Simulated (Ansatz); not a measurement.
# Lattice dynamics of Nb2NO2 monolayer, part 2 of 2

Wanted: vibrations and spectra of Nb2NO2 monolayer; the cell is already relaxed. After the zone centre comes a 4×4×1 q mesh on a 20×20×1 k mesh.

Ansatz 0.2.0; DFT PBEsol, scalar-relativistic, plane waves, PAW; PAW set soft_1.

So far, highest frequency on the path or at a solved wavevector (cm⁻¹): step 3 (phonons on a q mesh) 626.

## 4. Isotope substitution, element N, natural mass 14.007 amu

An isotope changes the mass and not the force constants, so no new electronic calculation is needed; the shifts show which modes move this element.

The same force constants with the mass of N changed from 14.007 to 15.000 u (phonopy, no LO-TO term). Both lists are sorted by frequency; levels can cross, so a row need not hold one and the same mode. Modes under 3 cm⁻¹ are left out. Isotope shifts, by row, the first 40 of 57 rows:

```
       q  rank  natural mass (cm⁻¹)  changed mass (cm⁻¹)
   0 0 0     4                150.1                150.1
   0 0 0     5                150.1                150.1
   0 0 0     6                255.3                255.3
   0 0 0     7                363.9                363.8
   0 0 0     8                363.9                363.8
   0 0 0     9                383.2                383.2
   0 0 0    10                383.2                383.2
   0 0 0    11                551.4                545.1
   0 0 0    12                568.3                568.3
   0 0 0    13                605.8                593.4
   0 0 0    14                619.1                599.6
   0 0 0    15                619.1                599.6
0 0.25 0     1                95.76                95.55
0 0.25 0     2                100.9                100.7
0 0.25 0     3                139.1                139.1
0 0.25 0     4                144.4                144.2
0 0.25 0     5                184.3                184.1
0 0.25 0     6                  218                  218
0 0.25 0     7                351.6                351.1
0 0.25 0     8                  369                  369
0 0.25 0     9                  389                388.9
0 0.25 0    10                  410                409.8
0 0.25 0    11                520.7                520.6
0 0.25 0    12                530.2                529.6
0 0.25 0    13                583.7                565.9
0 0.25 0    14                  600                582.2
0 0.25 0    15                618.3                  599
0 -0.5 0     1               -163.5               -163.5
0 -0.5 0     2               -99.51                -99.2
0 -0.5 0     3               -44.86               -44.71
0 -0.5 0     4               -34.07               -34.07
0 -0.5 0     5                152.7                152.7
0 -0.5 0     6                157.9                157.6
0 -0.5 0     7                372.4                372.4
0 -0.5 0     8                383.8                383.8
0 -0.5 0     9                407.4                407.4
0 -0.5 0    10                409.4                409.3
0 -0.5 0    11                493.9                492.3
0 -0.5 0    12                499.8                499.8
0 -0.5 0    13                578.9                  562
```

A mode of this element alone would shift by -3.37 %. The highest zone-centre frequency without the field goes from 619.1 to 599.6 cm⁻¹ (-3.2 %). The product of the frequency ratios over all optical modes at Γ is 0.908; the product rule, (m/m′)^(3k/2) (M′/M)^(3/2) with k = 1 such atoms and M the mass of the cell, gives 0.908.

## 5. Another isotope, element O, natural mass 15.999 amu

The same for O, from 16.00 to 18.00 u.

The same force constants with the mass of O changed from 15.999 to 17.999 u (phonopy, no LO-TO term). Both lists are sorted by frequency; levels can cross, so a row need not hold one and the same mode. Modes under 3 cm⁻¹ are left out. Isotope shifts, by row, the first 40 of 57 rows:

```
       q  rank  natural mass (cm⁻¹)  changed mass (cm⁻¹)
   0 0 0     4                150.1                149.3
   0 0 0     5                150.1                149.3
   0 0 0     6                255.3                252.6
   0 0 0     7                363.9                346.1
   0 0 0     8                363.9                346.1
   0 0 0     9                383.2                363.1
   0 0 0    10                383.2                363.1
   0 0 0    11                551.4                527.8
   0 0 0    12                568.3                541.6
   0 0 0    13                605.8                601.8
   0 0 0    14                619.1                  619
   0 0 0    15                619.1                  619
0 0.25 0     1                95.76                95.32
0 0.25 0     2                100.9                100.5
0 0.25 0     3                139.1                138.6
0 0.25 0     4                144.4                143.4
0 0.25 0     5                184.3                182.7
0 0.25 0     6                  218                217.3
0 0.25 0     7                351.6                333.6
0 0.25 0     8                  369                349.8
0 0.25 0     9                  389                367.9
0 0.25 0    10                  410                387.5
0 0.25 0    11                520.7                495.5
0 0.25 0    12                530.2                504.7
0 0.25 0    13                583.7                583.6
0 0.25 0    14                  600                597.7
0 0.25 0    15                618.3                617.8
0 -0.5 0     1               -163.5               -161.3
0 -0.5 0     2               -99.51                -99.4
0 -0.5 0     3               -44.86               -44.81
0 -0.5 0     4               -34.07               -33.88
0 -0.5 0     5                152.7                152.7
0 -0.5 0     6                157.9                156.7
0 -0.5 0     7                372.4                353.1
0 -0.5 0     8                383.8                362.3
0 -0.5 0     9                407.4                384.4
0 -0.5 0    10                409.4                386.1
0 -0.5 0    11                493.9                470.6
0 -0.5 0    12                499.8                477.2
0 -0.5 0    13                578.9                  578
```

A mode of this element alone would shift by -5.72 %. The highest zone-centre frequency without the field goes from 619.1 to 619.0 cm⁻¹ (-0.0 %). The product of the frequency ratios over all optical modes at Γ is 0.721; the product rule, (m/m′)^(3k/2) (M′/M)^(3/2) with k = 2 such atoms and M the mass of the cell, gives 0.721.

## 6. Results

```yaml
space_group_within_0p01_a: P-3m1
area_per_atom: 1.66 Å²
electronic_character: no gap on this mesh
highest_optical_mode_at_the_zone_centre_no_lo_to_term: 618 cm⁻¹
lowest_optical_zone_centre_mode: 146 cm⁻¹
lowest_mode_on_the_q_mesh_acoustic_modes_at_gamma_apart: -211 cm⁻¹
highest_frequency_on_the_path_or_at_a_solved_wavevector: 626 cm⁻¹
imaginary_modes_on_the_4x4x1_q_mesh: yes
```

What this shows: Modes are clearly imaginary (beyond 10i cm⁻¹) at 2 of the 4 irreducible wavevectors, most at q = (0.25, 0.25, 0) (211.4i cm⁻¹), so this structure is not a minimum of the energy. The optical modes at Γ span 146 to 618 cm⁻¹. The highest mode in this list at Γ, 618.3 cm⁻¹, is mostly motion of N (94 % of the kinetic energy). With no gap, or one that is small against the smearing, the frequencies hang on the k mesh and the smearing, most of all near Kohn anomalies. The phonon runs are without spin polarisation, although the cell has an odd electron count. In a sheet or slab the interpolated bending branch near Γ is rough, since the rotational sum rule isn't imposed. The PAW files were made for PBE and serve the other functionals too. A phonon run warned that its eigensolver left some bands unconverged in a pass. The starting cell was built on a prototype and not taken from a measurement. These are harmonic frequencies at zero temperature: anharmonic shifts, linewidths and thermal expansion are left out.

[Logs are printed without paths, hosts, clocks, repeated set-up lines and the standing remarks that a program may print on its own settings, such as how far it seeks lower states.]

[Hosts, paths, dates, database ids (printed as entryN), source tags and the programs' standing remarks are cut or masked in the printed files.]
